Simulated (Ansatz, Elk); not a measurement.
## How far do independent atoms describe RbFe?

Structure refinements treat a crystal as free atoms side by side. For a made-up structure of RbFe (cell and positions from a PBE relaxation) the runs below show what the calculated density changes in F(hkl).

Program: Elk 11.2.3 (patched build). Level of theory: DFT, PBE, all-electron APW+lo, Dirac cores, scalar-relativistic bands, static density, ferromagnetic start. Results are calculated unless marked as measured.

This account leaves out most program logs.

The structure was built from a prototype and need not be the compound's stable phase.

### 1. Set-up

Symmetry: Pm-3m, No. 221, cubic system. The conventional cell has a = 4.267 Å, b = 4.267 Å, c = 4.267 Å, α = 90.00°, β = 90.00°, γ = 90.00°. Rb has 8 Fe at 3.69 Å nearest. Nearest to Fe lie 8 Rb at 3.69 Å. Farther neighbours are not listed.

### 2. Ground state and structure factors

An all-electron density is needed, since X-rays see the cores too. Task 0 finds the density and task 195 Fourier-transforms it; tshift is off so that phases refer to the origin typed.

Input file elk.in:

```
tasks
  0
  195
  196

xctype
  20

spinpol
  .true.

rgkmax
  7.0

gmaxvr
  14.0

lmaxo
  7

lmaxapw
  8

swidth
  0.002

tshift
  .false.

ramdisk
  .false.

hmaxvr
  5.5

maxscl
  120

epspot
  1e-06

reducebf
  0.8

sppath
  './'

avec
  8.06269684204 0.00000000000 0.00000000000
  0.00000000000 8.06269684204 -0.00000000000
  0.00000000000 -0.00000000000 8.06269684204

atoms
  2
  'Rb.in'
  1
  0.0000000000 0.0000000000 0.0000000000   0.000000 0.000000 0.000000
  'Fe.in'
  1
  0.5000000000 0.5000000000 0.5000000000   0.000000 0.000000 -0.165000

ngridk
  5 5 5
```

Started as:

```
$ OMP_NUM_THREADS=4 elk
```

Run time: 30 s. Hardware: 4 threads of Arm Neoverse V2, shared host; peak memory 0.23 GiB; 76 s of CPU time.

SFACRHO.OUT:

```text

h k l indices transformed by vhmat matrix:
   1.000000000       0.000000000       0.000000000    
   0.000000000       1.000000000       0.000000000    
   0.000000000       0.000000000       1.000000000    

      h      k      l  multipl.   |H|            Re(F)            Im(F)           |F|

      0      0      0      1   0.0000000       63.000000      0.23068039E-16   63.000000    
      0      1      0      6  0.77929078       9.8965720      0.12579394E-13   9.8965720    
      0     -1      1     12   1.1020836       52.278613      0.34858514E-14   52.278613    
      1     -1     -1      8   1.3497712       9.3697347     -0.11230770E-13   9.3697347    
     -2      0      0      6   1.5585816       46.790133      0.21385401E-13   46.790133    
     -1      0     -2     24   1.7425472       8.6938646     -0.38555311E-13   8.6938646    
     -2      1      1     24   1.9088648       42.754272     -0.47019694E-14   42.754272    
     -2      2      0     12   2.2041672       39.765519     -0.53780853E-14   39.765519    
     -2     -1      2     24   2.3378723       8.2746940     -0.22090448E-13   8.2746940    
      3      0      0      6   2.3378723       8.0706106      0.56254224E-14   8.0706106    
     -3      0     -1     24   2.4643338       37.486345      0.71660859E-14   37.486345    
     -3     -1      1     24   2.5846151       8.0752391     -0.30426582E-13   8.0752391    
      2      2      2      8   2.6995424       35.328817     -0.58279699E-13   35.328817    
      0     -2     -3     24   2.8097729       8.0488385     -0.31620984E-13   8.0488385    
     -2      3      1     48   2.9158391       33.706753     -0.31155257E-14   33.706753    
      0      0      4      6   3.1171631       32.447763     -0.27952518E-13   32.447763    
      0      4     -1     24   3.2130982       7.7814792      0.25642623E-13   7.7814792    
      3      2      2     24   3.2130982       7.9906965      0.51827453E-13   7.9906965
```

Elk indexes on the primitive cell of elk.in and gives |H| = 4π sin θ/λ in inverse bohr. Below, one row stands for each form hkl of the conventional cell (m members, Friedel mates merged), F is for one primitive cell and the density is static (no thermal factor). Free-atom factors are Waasmaier and Kirfel's, and R is Σm||F|−|F'||/Σm|F|.

```
hkl   m  sin θ/λ (Å⁻¹)  abs F, DFT  neutral atoms   diff.
100   6          0.117       9.897         10.117  -0.220
110  12          0.166      52.279         52.211  +0.068
111   8          0.203       9.370          9.283  +0.087
200   6          0.234      46.790         46.699  +0.091
210  24          0.262       8.694          8.682  +0.012
211  24          0.287      42.754         42.801  -0.047
220  12          0.332      39.766         39.819  -0.054
221  24          0.352       8.275          8.201  +0.073
300   6          0.352       8.071          8.201  -0.131
310  24          0.371      37.486         37.432  +0.054
311  24          0.389       8.075          8.112  -0.037
222   8          0.406      35.329         35.454  -0.126
320  24          0.422       8.049          8.051  -0.003
321  48          0.439      33.707         33.773  -0.066
```

### 3. The magnetisation density

The same run holds the spin density, and task 196 transforms it. The order is that of the start, and no other was tried.

SFACMAG_1.OUT:

```text

h k l indices transformed by vhmat matrix:
   1.000000000       0.000000000       0.000000000    
   0.000000000       1.000000000       0.000000000    
   0.000000000       0.000000000       1.000000000    

      h      k      l  multipl.   |H|            Re(F)            Im(F)           |F|

      0      0      0      1   0.0000000       3.0853961      0.12259372E-17   3.0853961    
      0      1      0      6  0.77929078      -2.7924902      0.14463970E-14   2.7924902    
      0     -1      1     12   1.1020836       2.4345596      0.38134952E-15   2.4345596    
      1     -1     -1      8   1.3497712      -2.1307542     -0.11624609E-14   2.1307542    
     -2      0      0      6   1.5585816       1.7164399      0.20261194E-14   1.7164399    
     -1      0     -2     24   1.7425472      -1.5805834     -0.34716182E-14   1.5805834    
     -2      1      1     24   1.9088648       1.4469156     -0.41685200E-15   1.4469156    
     -2      2      0     12   2.2041672       1.1782274     -0.40438159E-15   1.1782274    
     -2     -1      2     24   2.3378723      -1.1038253     -0.16081346E-14   1.1038253    
      3      0      0      6   2.3378723     -0.90865259      0.31116963E-15  0.90865259    
     -3      0     -1     24   2.4643338      0.86311587      0.40958833E-15  0.86311587    
     -3     -1      1     24   2.5846151     -0.82632114     -0.18016992E-14  0.82632114    
      2      2      2      8   2.6995424      0.88036841     -0.37274383E-14  0.88036841    
      0     -2     -3     24   2.8097729     -0.72308456     -0.17035585E-14  0.72308456    
     -2      3      1     48   2.9158391      0.69088802     -0.16209412E-15  0.69088802    
      0      0      4      6   3.1171631      0.37679671     -0.87521359E-15  0.37679671
```

The total moment is 3.09 μB a cell; sphere moments: Rb1 -0.02, Fe2 +3.12 μB. Polarised neutrons measure spin and orbital magnetisation together; without spin-orbit coupling the run gives the spin part. With nearly all of the moment on one atom, abs F_M/F_M(0) is close to a form factor, set here beside ⟨j0⟩ of the free Fe2+ ion, taken for comparison since the valence isn't defined:

```csv
hkl,sin θ/λ (Å⁻¹),abs F_M (μB),F_M/F_M(0),⟨j0⟩
100,0.117,2.792,0.905,0.872
110,0.166,2.435,0.789,0.766
111,0.203,2.131,0.691,0.676
200,0.234,1.716,0.556,0.600
210,0.262,1.581,0.512,0.535
211,0.287,1.447,0.469,0.478
220,0.332,1.178,0.382,0.387
221,0.352,1.104,0.358,0.349
300,0.352,0.909,0.295,0.349
310,0.371,0.863,0.280,0.316
311,0.389,0.826,0.268,0.287
222,0.406,0.880,0.285,0.261
320,0.422,0.723,0.234,0.237
321,0.439,0.691,0.224,0.216
```

### 4. The highest occupied states alone

An energy window below the Fermi level keeps the highest occupied states, to see at which angles they scatter; shallow core shells can lie inside it and anion s states outside. No new self-consistency is needed.

elk.in: that of step 2 with these lines changed.

```diff
@@ -1,5 +1,3 @@
 tasks
-  0
   195
-  196
 
@@ -44,2 +42,5 @@
 
+wsfac
+  -0.456870 0.394370
+
 sppath
```

Started as:

```
$ OMP_NUM_THREADS=4 elk
```

The job ended after 5.1 s (4 threads; peak memory 0.17 GiB).

States within 15 eV below the Fermi level hold 15.00 electrons; any levels below the window count with the cores. Their amplitudes can exceed the total, where window and core parts have opposite phase:

| hkl | sin θ/λ (Å⁻¹) | abs F, window | abs F, all |
| --- | --- | --- | --- |
| 100 | 0.117 | 1.771 | 9.897 |
| 110 | 0.166 | 7.637 | 52.279 |
| 111 | 0.203 | 1.788 | 9.370 |
| 200 | 0.234 | 4.934 | 46.790 |
| 210 | 0.262 | 2.075 | 8.694 |
| 211 | 0.287 | 3.258 | 42.754 |
| 220 | 0.332 | 2.305 | 39.766 |
| 221 | 0.352 | 1.874 | 8.275 |
| 300 | 0.352 | 2.078 | 8.071 |
| 310 | 0.371 | 1.808 | 37.486 |

### 5. Another functional

The difference from free atoms is small, so it is set against the change that LDA (Perdew-Wang) makes.

elk.in: that of step 4 with these lines changed.

```diff
@@ -1,6 +1,8 @@
 tasks
+  0
   195
+  196
 
 xctype
-  20
+  3
 
@@ -42,5 +44,2 @@
 
-wsfac
-  -0.456870 0.394370
-
 sppath
```

Started as:

```
$ OMP_NUM_THREADS=4 elk
```

The job ended after 15 s (4 threads; peak memory 0.17 GiB; 35 s of CPU time).

Against the first run R = 0.27 %; the largest change is -0.140 at 600. The moment goes from 3.09 to 3.08 μB.

### 6. Basis size

A smaller basis shows how fast F responds to it; the change is likely larger than the basis error of the first run, but doesn't show convergence.

elk.in: that of step 5 with these lines changed.

```diff
@@ -6,3 +6,3 @@
 xctype
-  3
+  20
 
@@ -12,3 +12,3 @@
 rgkmax
-  7.0
+  5.5
```

Started as:

```
$ OMP_NUM_THREADS=4 elk
```

Elapsed: 28 s, on 4 threads; peak memory 0.22 GiB; 69 s of CPU time.

Against the first run R = 0.04 %; the largest change is -0.045 at 110. The moment goes from 3.09 to 3.10 μB.

### 7. A coarser k-mesh

About half the k-points along each axis test the sampling.

elk.in: that of step 6 with these lines changed.

```diff
@@ -12,3 +12,3 @@
 rgkmax
-  5.5
+  7.0
 
@@ -62,2 +62,2 @@
 ngridk
-  5 5 5
+  2 2 2
```

Started as:

```
$ OMP_NUM_THREADS=4 elk
```

The job ended after 20 s (4 threads; peak memory 0.23 GiB; 41 s of CPU time).

Against the first run R = 0.56 %; the largest change is -0.286 at 600. The moment goes from 3.09 to 3.50 μB.

### 8. Settings against the effect

```csv
run,R against the first run (%),"R against neutral atoms, low angle (%)",wall time
"PBE, rgkmax 7",0.00,0.21,30 s
LDA (Perdew-Wang),0.27,0.18,15 s
rgkmax 5.5,0.04,0.17,28 s
k-mesh 2×2×2,0.56,0.12,20 s
```

### 9. What came out

```yaml
r_against_neutral_atoms_sin_theta_lambda_0p3_a_minus1: 0.21 %
r_against_neutral_atoms_0p3_to_0p82_a_minus1: 0.40 %
magnetic_form_factor_over_free_ion_j0_0p12_to_0p35_a_minus1: 0.98
```

**Reading.** Independent neutral atoms miss the calculated amplitudes by R = 0.21 % below 0.3 Å⁻¹ and 0.40 % from there to 0.82 Å⁻¹; by shells, 2.23 % below 0.15 Å⁻¹ (1 form), 0.16 % 0.15 to 0.3 (5 forms), 0.25 % 0.3 to 0.45 (8 forms), 0.43 % above 0.45 (43 forms). Bonding, aspherical density and the tables' own atoms all enter these figures, and the runs don't part them. The largest change of an amplitude is -0.23 electrons, at 500. The magnetic order is that of the start. No other order was tried here, and an antiferromagnetic one would change or move the magnetic intensity. Between 0.12 and 0.35 Å⁻¹ the magnetic form factor is 0.98 times the free-ion one. The sphere holds 3.12 of the 3.09 μB; that share, the choice of ion, the size of the d shell and its asphericity all move this ratio. The window's part falls from 15.0 electrons at the origin to at most 1.28 between 0.45 and 0.82 Å⁻¹, where compact states inside the window still scatter. The window holds more than the 9 outer electrons of the free atoms, so shallow core shells lie inside it. Below 0.3 Å⁻¹ the changes that finished (LDA (Perdew-Wang), rgkmax 5.5 and k-mesh 2×2×2) move F by R = 0.20 % at most, against the 0.21 % that separates it from free atoms, so the difference from free atoms isn't resolved. A single amplitude moves by up to 0.29 electrons, against 0.23 for the largest difference from free atoms. The magnetic factors move by R = 10.9 % (LDA (Perdew-Wang)), 2.6 % (rgkmax 5.5) and 25.6 % (k-mesh 2×2×2), so they aren't settled to better than that. Part of the difference isn't bonding: the tables are fits to free atoms and ions calculated by other methods than this functional. Thermal motion, anomalous dispersion and extinction are left out.

[Logs are printed without paths, hosts, clocks, repeated set-up lines and the standing remarks that a program may print on its own settings, such as how far it seeks lower states.]

[Hosts, paths, dates, database ids (printed as entryN), source tags and the programs' standing remarks are cut or masked in the printed files.]
